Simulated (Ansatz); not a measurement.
# Tc of Cu (Fm-3m) from its phonons

Aim: the phonon-mediated transition temperature of Cu (Fm-3m) at ambient pressure, over a range of μ*. The cell shown first is a relaxed one, from steps not shown here.

Main program and level: Ansatz 0.2.0; DFT PBE, scalar-relativistic, plane waves, PAW.

**1. The cell after earlier relaxation steps**

Symmetry: Fm-3m, No. 225, cubic system. The conventional cell has a = 3.630 Å, b = 3.630 Å, c = 3.630 Å, α = 90.00°, β = 90.00°, γ = 90.00°. Nearest to Cu lie 12 Cu at 2.57 Å.

**2. Resistivity: q 6×6×6, k 18×18×18, scattering 24×24×24**

The run that gives the couplings also evaluates McMillan's and Allen and Dynes's formulas and, where asked, the Eliashberg equations, over a range of μ*.

Input file input.yaml:

```yaml
crystal:
  lattice:
    - [0.0, 1.8150328204, 1.8150328204]
    - [1.8150328204, 0.0, 1.8150328204]
    - [1.8150328204, 1.8150328204, 0.0]
  atoms:
    - { symbol: Cu, position: [0.0, 0.0, 0.0] }
kpoints:
  mp_grid: { grid: [18, 18, 18] }
hamiltonian:
  xc: pbe
scf:
  occupations: { method: methfessel_paxton, width: 0.2 }
output:
  eigenvalues: true
phonons:
  method: dfpt
  qmesh: [6, 6, 6]
  temperatures: { t_max: 1000, t_step: 50 }
  qpath:
    path:
      - [[0.0, 0.0, 0.0], [0.5, 0.0, 0.5], [0.625, 0.25, 0.625]]
      - [[0.375, 0.375, 0.75], [0.0, 0.0, 0.0], [0.5, 0.5, 0.5], [0.5, 0.25, 0.75], [0.5, 0.0, 0.5]]
    npoints: 10
  electrical_resistivity:
    mesh: [24, 24, 24]
    temperatures: [20.0, 50.0, 80.0, 100.0, 150.0, 200.0, 273.0, 300.0, 400.0, 500.0, 600.0, 800.0]
  superconductivity: { mesh: [24, 24, 24] }
```

Run with:

```sh
$ ansatz run input.yaml --threads 4 --pin off --max-ram 12288MiB --backend cpu --events-out ev --progress --plain --runs-dir out
```

Numbers of over 12 decimals in the logs are rounded to 6 here.

Output:

```text
Engine: ansatz 0.2.0, aarch64-unknown-linux-gnu
Pseudopotentials: kind: paw
Pseudopotential: Cu, paw, valence charge 19, recommended cutoff 420 eV (normal), Cu.paw.azcp
Functional definition: PBE
  parameter kappa = 0.804
  parameter beta = 0.066725
  exchange = pbe_x(kappa = kappa, mu = beta*pi^2/3)
  correlation = pbe_c(beta = beta)
Crystal: 1 atoms, lattice volume = 11.959 Å³
Basis set: ecut = 420 eV, 259 PW (Γ), exchange–correlation on 36×36×36 points (8 copies of the dense FFT grid, shifted against one another)
Bands: 14, of which v1, the nominal top of the filled ones, is band 10 counted from 1 (9 counted from 0)
Symmetry: 48 space group operations
k-points: 195 of 5832
Non-local potential: Cu, projectors of the file, l = 0: 3, l = 1: 2, l = 2: 3, l = 3: 1
PAW form: soft (Blöchl's): semilocal exchange-correlation on the pseudo side does not see the compensation charge
PAW one-centre angular grid: Cu, 590 points (default); XC on 64 Gauss nodes
Initial density: superposition of atomic densities (neutral atoms: chi_scale 0, normalization atom), corrected by the library's trained network
Initial wavefunctions: pseudopotential atomic-orbital guess
Functional: x = pbe(κ = 0.804, μ = 0.219515), c = pbe(β = 0.066725)
SCF iter   1: F=—  HF=-6625.174385 eV  |F-HF|=—  |Δ(HF+E_count)|=         —  Δρ=1.27e-3  dr2=1.01e-4  ethr=1.77e-3  ⟨swp⟩=4.9  Hψ=13171  notcnv=0
preconditioner: auto → none  [metal: Δε(μ)=0.059 eV  Ē_g=16.883 eV  σ=0.200 eV  W_gap=0.24  n_scr=0 (ndim 8)  ℏωp=35.6 eV  f_vac=0.000  D(μ)=0.32/eV (n_scr^D=0)]
SCF iter   2: F=—  HF=-6625.174496 eV  |F-HF|=—  |Δ(HF+E_count)|=   1.11e-4  S|Δr|=    0.00e0  Δρ=3.81e-4  dr2=5.35e-6  ethr=5.33e-7  ⟨swp⟩=2.4  Hψ=6042  notcnv=0
SCF iter   3: F=—  HF=-6625.174511 eV  |F-HF|=—  |Δ(HF+E_count)|=   1.51e-5  S|Δr|=    0.00e0  Δρ=1.37e-4  dr2=8.52e-7  ethr=2.81e-8  ⟨swp⟩=2.5  Hψ=3704  notcnv=0
SCF iter   4: F=—  HF=-6625.174508 eV  |F-HF|=—  |Δ(HF+E_count)|=   2.76e-6  S|Δr|=    0.00e0  Δρ=1.10e-5  dr2=3.69e-9  ethr=4.48e-9  ⟨swp⟩=2.2  Hψ=3582  notcnv=0
SCF iter   5: F=—  HF=-6625.174508 eV  |F-HF|=—  |Δ(HF+E_count)|=   8.02e-9  S|Δr|=    0.00e0  Δρ=1.86e-6  dr2=8.24e-11  ethr=1.94e-11  ⟨swp⟩=2.0  Hψ=4428  notcnv=0
SCF iter   6: F=-6625.174508 eV  HF=-6625.174508 eV  |F-HF|=1.82e-12  |Δ(HF+E_count)|=  2.30e-10  S|Δr|=    0.00e0  Δρ=2.95e-8  dr2=3.80e-14  ethr=1.00e-12  ⟨swp⟩=5.8  Hψ=11584  notcnv=0
SCF 1 converged in 6 iterations: F = -6625.174508 eV  dr2 = 3.80e-14
  greatest PAW one-centre occupation: 1.000 electrons in one spin orbital (limit 2), on the Cu atom at site 0 (counted from 0), in its partial waves of l = 0
NSCF: frozen V_eff on 195 k-points
NSCF: frozen V_eff on 480 k-points
DFPT response loops at q = (0, 0, 0) (fractional): preconditioner auto → Kerker (q_TF=auto, 2.947 Å⁻¹) (partly filled bands, converged f_vac=0.000); β = 1.00, the filter's whole step (`scf.mixing.beta` (0.50) is not read by the response loops under this deck's `scf.mixing.preconditioner`; to damp them name `kerker` or `kerker_dos`, under which they read `scf.mixing.beta`, and type it under 1.00, their step now; both keys bind the ground state too); Broyden in place of MSR1
NSCF: frozen V_eff on 6156 k-points
DFPT response loops at q = (0, 0, 0.166667) (fractional): mixed as the last ones told, above
NSCF: frozen V_eff on 6156 k-points
DFPT response loops at q = (0, 0, 0.333333) (fractional): mixed as the last ones told, above
NSCF: frozen V_eff on 3100 k-points
DFPT response loops at q = (0, 0, -0.5) (fractional): mixed as the last ones told, above
NSCF: frozen V_eff on 3258 k-points
DFPT response loops at q = (0, 0.166667, 0.166667) (fractional): mixed as the last ones told, above
NSCF: frozen V_eff on 11664 k-points
DFPT response loops at q = (0, 0.166667, 0.333333) (fractional): mixed as the last ones told, above
NSCF: frozen V_eff on 11664 k-points
DFPT response loops at q = (0, 0.166667, -0.5) (fractional): mixed as the last ones told, above
NSCF: frozen V_eff on 11664 k-points
DFPT response loops at q = (0, 0.166667, -0.333333) (fractional): mixed as the last ones told, above
NSCF: frozen V_eff on 6156 k-points
DFPT response loops at q = (0, 0.166667, -0.166667) (fractional): mixed as the last ones told, above
NSCF: frozen V_eff on 3258 k-points
DFPT response loops at q = (0, 0.333333, 0.333333) (fractional): mixed as the last ones told, above
NSCF: frozen V_eff on 11664 k-points
DFPT response loops at q = (0, 0.333333, -0.5) (fractional): mixed as the last ones told, above
NSCF: frozen V_eff on 6156 k-points
DFPT response loops at q = (0, 0.333333, -0.333333) (fractional): mixed as the last ones told, above
NSCF: frozen V_eff on 1730 k-points
DFPT response loops at q = (0, -0.5, -0.5) (fractional): mixed as the last ones told, above
NSCF: frozen V_eff on 6156 k-points
DFPT response loops at q = (0.166667, 0.333333, -0.5) (fractional): mixed as the last ones told, above
NSCF: frozen V_eff on 11664 k-points
DFPT response loops at q = (0.166667, 0.333333, -0.333333) (fractional): mixed as the last ones told, above
NSCF: frozen V_eff on 3258 k-points
DFPT response loops at q = (0.166667, -0.5, -0.333333) (fractional): mixed as the last ones told, above
SCF iter   1: F=—  HF=-6625.174385 eV  |F-HF|=—  |Δ(HF+E_count)|=         —  Δρ=1.27e-3  dr2=1.01e-4  ethr=1.77e-3  ⟨swp⟩=4.9  Hψ=13171  notcnv=0
SCF iter   2: F=—  HF=-6625.174496 eV  |F-HF|=—  |Δ(HF+E_count)|=   1.11e-4  S|Δr|=    0.00e0  Δρ=3.81e-4  dr2=5.35e-6  ethr=5.33e-7  ⟨swp⟩=2.4  Hψ=6042  notcnv=0
SCF iter   3: F=—  HF=-6625.174511 eV  |F-HF|=—  |Δ(HF+E_count)|=   1.51e-5  S|Δr|=    0.00e0  Δρ=1.37e-4  dr2=8.52e-7  ethr=2.81e-8  ⟨swp⟩=2.5  Hψ=3704  notcnv=0
SCF iter   4: F=—  HF=-6625.174508 eV  |F-HF|=—  |Δ(HF+E_count)|=   2.76e-6  S|Δr|=    0.00e0  Δρ=1.10e-5  dr2=3.69e-9  ethr=4.48e-9  ⟨swp⟩=2.2  Hψ=3582  notcnv=0
SCF iter   5: F=—  HF=-6625.174508 eV  |F-HF|=—  |Δ(HF+E_count)|=   8.02e-9  S|Δr|=    0.00e0  Δρ=1.86e-6  dr2=8.24e-11  ethr=1.94e-11  ⟨swp⟩=2.0  Hψ=4428  notcnv=0
SCF iter   6: F=-6625.174508 eV  HF=-6625.174508 eV  |F-HF|=9.09e-13  |Δ(HF+E_count)|=  2.30e-10  S|Δr|=    0.00e0  Δρ=2.95e-8  dr2=3.79e-14  ethr=1.00e-12  ⟨swp⟩=3.1  Hψ=6932  notcnv=0
SCF 2 converged in 6 iterations: F = -6625.174508 eV  dr2 = 3.79e-14
NSCF: frozen V_eff on 195 k-points
NSCF: frozen V_eff on 413 k-points
[...]
SCF converged after 6 iterations
[...]
800.00      5.0780e0             yes      5.0780e0      5.0780e0      5.0780e0        5.3294e0          4.9881e0
  mean free path at 20 K (of a tensor a third of its trace): 100878 nm by what each carries, 79555 by the Fermi surface alone
  Hall coefficient in a weak field at 20 K (a third of the trace): -4.828e-11 m³/C (as a tensor it moves by 2.1 % between the two finest meshes); by each state's relaxation time: -5.216e-11 m³/C; by a constant relaxation time: -4.930e-11 m³/C
  mean free path at 50 K (of a tensor a third of its trace): 1436 nm by what each carries, 1104 by the Fermi surface alone
  Hall coefficient in a weak field at 50 K (a third of the trace): -5.155e-11 m³/C (as a tensor it moves by 5.4 % between the two finest meshes); by each state's relaxation time: -4.877e-11 m³/C; by a constant relaxation time: -4.920e-11 m³/C
  mean free path at 80 K (of a tensor a third of its trace): 314 nm by what each carries, 270 by the Fermi surface alone
  Hall coefficient in a weak field at 80 K (a third of the trace): -4.834e-11 m³/C (as a tensor it moves by 5.6 % between the two finest meshes); by each state's relaxation time: -4.688e-11 m³/C; by a constant relaxation time: -4.911e-11 m³/C
  mean free path at 100 K (of a tensor a third of its trace): 185 nm by what each carries, 168 by the Fermi surface alone
  Hall coefficient in a weak field at 100 K (a third of the trace): -4.627e-11 m³/C (as a tensor it moves by 5.2 % between the two finest meshes); by each state's relaxation time: -4.594e-11 m³/C; by a constant relaxation time: -4.907e-11 m³/C
  mean free path at 150 K (of a tensor a third of its trace): 90.9 nm by what each carries, 86.4 by the Fermi surface alone
  Hall coefficient in a weak field at 150 K (a third of the trace): -4.412e-11 m³/C (as a tensor it moves by 4.6 % between the two finest meshes); by each state's relaxation time: -4.471e-11 m³/C; by a constant relaxation time: -4.900e-11 m³/C
  mean free path at 200 K (of a tensor a third of its trace): 61.5 nm by what each carries, 59.3 by the Fermi surface alone
  Hall coefficient in a weak field at 200 K (a third of the trace): -4.352e-11 m³/C (as a tensor it moves by 4.2 % between the two finest meshes); by each state's relaxation time: -4.431e-11 m³/C; by a constant relaxation time: -4.897e-11 m³/C
  mean free path at 273 K (of a tensor a third of its trace): 42.5 nm by what each carries, 41.2 by the Fermi surface alone
  Hall coefficient in a weak field at 273 K (a third of the trace): -4.327e-11 m³/C (as a tensor it moves by 4.1 % between the two finest meshes); by each state's relaxation time: -4.415e-11 m³/C; by a constant relaxation time: -4.894e-11 m³/C
  mean free path at 300 K (of a tensor a third of its trace): 38.3 nm by what each carries, 37.1 by the Fermi surface alone
  Hall coefficient in a weak field at 300 K (a third of the trace): -4.323e-11 m³/C (as a tensor it moves by 4.0 % between the two finest meshes); by each state's relaxation time: -4.413e-11 m³/C; by a constant relaxation time: -4.893e-11 m³/C
  mean free path at 400 K (of a tensor a third of its trace): 28.1 nm by what each carries, 27.2 by the Fermi surface alone
  Hall coefficient in a weak field at 400 K (a third of the trace): -4.319e-11 m³/C (as a tensor it moves by 4.0 % between the two finest meshes); by each state's relaxation time: -4.410e-11 m³/C; by a constant relaxation time: -4.891e-11 m³/C
  mean free path at 500 K (of a tensor a third of its trace): 22.2 nm by what each carries, 21.6 by the Fermi surface alone
  Hall coefficient in a weak field at 500 K (a third of the trace): -4.321e-11 m³/C (as a tensor it moves by 4.0 % between the two finest meshes); by each state's relaxation time: -4.409e-11 m³/C; by a constant relaxation time: -4.888e-11 m³/C
  mean free path at 600 K (of a tensor a third of its trace): 18.4 nm by what each carries, 17.9 by the Fermi surface alone
  Hall coefficient in a weak field at 600 K (a third of the trace): -4.324e-11 m³/C (as a tensor it moves by 4.1 % between the two finest meshes); by each state's relaxation time: -4.410e-11 m³/C; by a constant relaxation time: -4.885e-11 m³/C
  mean free path at 800 K (of a tensor a third of its trace): 13.8 nm by what each carries, 13.3 by the Fermi surface alone
  Hall coefficient in a weak field at 800 K (a third of the trace): -4.335e-11 m³/C (as a tensor it moves by 4.1 % between the two finest meshes); by each state's relaxation time: -4.412e-11 m³/C; by a constant relaxation time: -4.880e-11 m³/C
  the resistivity times a path that all electrons share, by the Fermi surface of the deck's mesh alone (a third of the trace): 6.777e-16 Ω·m²
  not converged in the mesh (λ; λ_tr): between neighbouring meshes, the two finest first, λ moves by 1.73 % and 2.65 %, λ_tr by 3.53 % and 15.83 % and the resistivity by up to 1.32 % and 28.13 %; an estimate, no bound, puts it up to 8.5e-7 % above the Boltzmann equation's exact value after up to 7 iterations (at most 30 are made, fewer where the estimate is under 1.0e-6 % of each spin channel's own resistivity)
  vibrations of 216 cells: unjudged by the run; compare a larger repeat
  the changes of the potential over all sites missed a rigid shift's by 0.00 % (the site terms' by 0.01 %)
  at the force constants' own smearing the fine mesh and the k-points of their solves give squared frequencies that differ by 1.9 % of the larger at the most, at (0, 0.1667, 0.1667)
--- Superconductivity: potentials and phonons of a 6×6×6 supercell ---
           mesh         λ    ħω_log (meV)  μ* declared at (meV)
       24×24×24    0.1265          17.924               19.881
       12×12×12    0.1243          17.940               19.831
          6×6×6    0.1276          18.225               19.925
  λ by the species' shares of the modes' patterns: Cu 0.1265
  with the Fermi level up to 30.1 meV (the hardest mode) off, states and modes as they are: density of states 0.1530 to 0.1555 /eV of one spin and cell, λ 0.1245 to 0.1287
  transition temperature on the deck's mesh (K), isotropic and anisotropic, restricted to the Fermi surface (FSR) and over the full bandwidth (FBW), and the last with the density of states resolved in a narrower window:
        μ*   McMillan   Allen–Dynes      iso. FSR      iso. FBW    aniso. FSR    aniso. FBW  narrow window
      0.08      0.000         0.000    none_found    none_found    none_found    none_found     none_found
      0.10      0.000         0.000    none_found    none_found    none_found    none_found     none_found
      0.12          -             -    none_found    none_found    none_found    none_found     none_found
      0.13          -             -    none_found    none_found    none_found    none_found     none_found
      0.14          -             -    none_found    none_found    none_found    none_found     none_found
      0.16          -             -    none_found    none_found    none_found    none_found     none_found
      0.20          -             -    none_found    none_found    none_found    none_found     none_found
  none_found: no transition down to 0.1 K
  isotope coefficients −∂ln Tc/∂ln M under μ* = 0.13, the force constants as they are, of the isotropic transitions restricted to the Fermi surface and over the full bandwidth: Cu - and -
  converged in the mesh: between neighbouring meshes, the two finest first, λ moves by 1.73 % and 2.65 % and the anisotropic transition temperature over the full bandwidth at μ* = 0.13 by nothing (neither mesh has one) and nothing (neither mesh has one); converged means that the two finest part by at most 2.00 % and 5.00 %
  vibrations of 216 cells: unjudged by the run; compare a larger repeat
  the changes of the potential over all sites missed a rigid shift's by 0.00 % (the site terms' by 0.01 %)
  at the force constants' own smearing the fine mesh and the k-points of their solves give squared frequencies that differ by 1.9 % of the larger at the most, at (0, 0.1667, 0.1667)
[key lines of the parts left out:]
Free energy (F): -6625.174508 eV
Fermi energy:    16.478323 eV
```

Run time: 13 min. Hardware: 4 threads of Arm Neoverse V1, shared host; peak memory 6.7 GiB; 51 min of CPU time.

Reading the cycles: dr2 is the Hartree energy of the density residual (eV), the measure of convergence; HF is the Harris–Foulkes estimate of the energy, which meets the free energy F at convergence.

This step gave:

* volume per atom: 11.96 Å³
* metallic on mesh: yes
* gap on the k-mesh: 0 eV
* zero point energy: 0.02998 eV/cell
* share of imaginary modes in the plain interpolation between solved wavevectors: 0
* highest frequency, solved or plainly interpolated: 241.5 cm⁻¹
* Debye temperature (second moment): 312 K
* resistivity at 300 K: 1.825 μΩ cm
* coupling constant λ: 0.1265
* density of states at the Fermi level: 0.1535 states/eV a spin and cell
* log mean phonon energy ħω_log: 17.92 meV
* transport coupling constant λ_tr: 0.1306, 0.1306, 0.1306 (xx, yy, zz)
* Drude plasma energy: 8.881, 8.881, 8.881 eV (xx, yy, zz)
* resistivity times mean free path: 6.777, 6.777, 6.777 × 10⁻¹⁶ Ω m² (xx, yy, zz)
* second-moment phonon energy ħω₂: 19.88 meV
* coupling λ by branch: 0.0455, 0.0478, 0.0333 (branches by rank of frequency)

An empty cell: under 1 mK by a formula, or no transition down to the floor of the Eliashberg search. Transition temperatures:

```tsv
μ*	McMillan Tc (K)	Allen–Dynes Tc (K)
0.08	-	-
0.1	-	-
0.12	-	-
0.13	-	-
0.14	-	-
0.16	-	-
0.2	-	-
```

[end of part 1 of 2]

[Logs are printed without paths, hosts, clocks, repeated set-up lines and the standing remarks that a program may print on its own settings, such as how far it seeks lower states.]

[Hosts, paths, dates, database ids (printed as entryN), source tags and the programs' standing remarks are cut or masked in the printed files.]
